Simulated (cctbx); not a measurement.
**Lu7Cr3: as given, inverted or twinned?**

Space group P6_3mc (no. 186), a = 9.4690 Å, b = 9.4690 Å, c = 6.0420 Å, α = 90.00°, β = 90.00°, γ = 120.00°.

| atom | mult. | x | y | z | Ueq (Å²) |
| --- | --- | --- | --- | --- | --- |
| Lu1 | 6 | 0.5452 | 0.4548 | 0.9381 | 0.0269 |
| Lu2 | 6 | 0.1248 | 0.8752 | 0.7593 | 0.0073 |
| Lu3 | 2 | 1/3 | 2/3 | 0.9580 | 0.0102 |
| Cr1 | 6 | 0.8106 | 0.1894 | 0.6743 | 0.0165 |

The model was made for the exercise: a known structure type with other elements put in, its volume estimated, not relaxed; displacement parameters are assumed.

Data sets are simulated with cctbx and refined with Bijvoet mates kept apart; Flack x is then fitted as the share of an inverted twin with the atoms fixed, Hooft y from the Bijvoet differences. The group is acentric but holds improper operations, so there is an absolute structure (orientation) and no hand.

Untwinned crystal. What Flack and Hooft values should come out?

| λ (Å) | extinction (unmodelled) | d min (Å) | top counts | error (%) | model | R1 | Flack x | s.u. | Hooft y | s.u. | pairs |
| --- | --- | --- | --- | --- | --- | --- | --- | --- | --- | --- | --- |
| 0.71073 | 0 | 0.77 | 40000 | 4 | as given | 0.0076 | 0.03 | 0.02 | 0.008 | 0.023 | 188 |
| 0.71073 | 0 | 0.77 | 40000 | 4 | inverted | 0.0171 | 0.98 | 0.02 | 0.998 | 0.023 | 188 |
| 1.54184 | 0.1 | 0.83 | 5000 | 3 | as given | 0.0114 | 0.00 | 0.03 | 0.000 | 0.035 | 154 |

With Mo Kα, x is within 3 s.u. of 0, so the absolute structure is right. With Cu Kα, x is within 3 s.u. of 0, so the absolute structure is right. Inverting the model turns x into about 1 − x.

A further crystal gives:

```csv
λ (Å),extinction (unmodelled),d min (Å),top counts,error (%),model,R1,Flack x,s.u.,Hooft y,s.u.,pairs
0.71073,0,0.75,70000,4,as given,0.0090,0.287,0.016,0.299,0.017,208
```

**Question.** What is it?

It was simulated as an inversion twin with a fraction 0.3 of the inverted domain. Flack x is over 3 s.u. from both 0 and 1 and reads that fraction.

[Logs are printed without paths, hosts, clocks, repeated set-up lines and the standing remarks that a program may print on its own settings, such as how far it seeks lower states.]
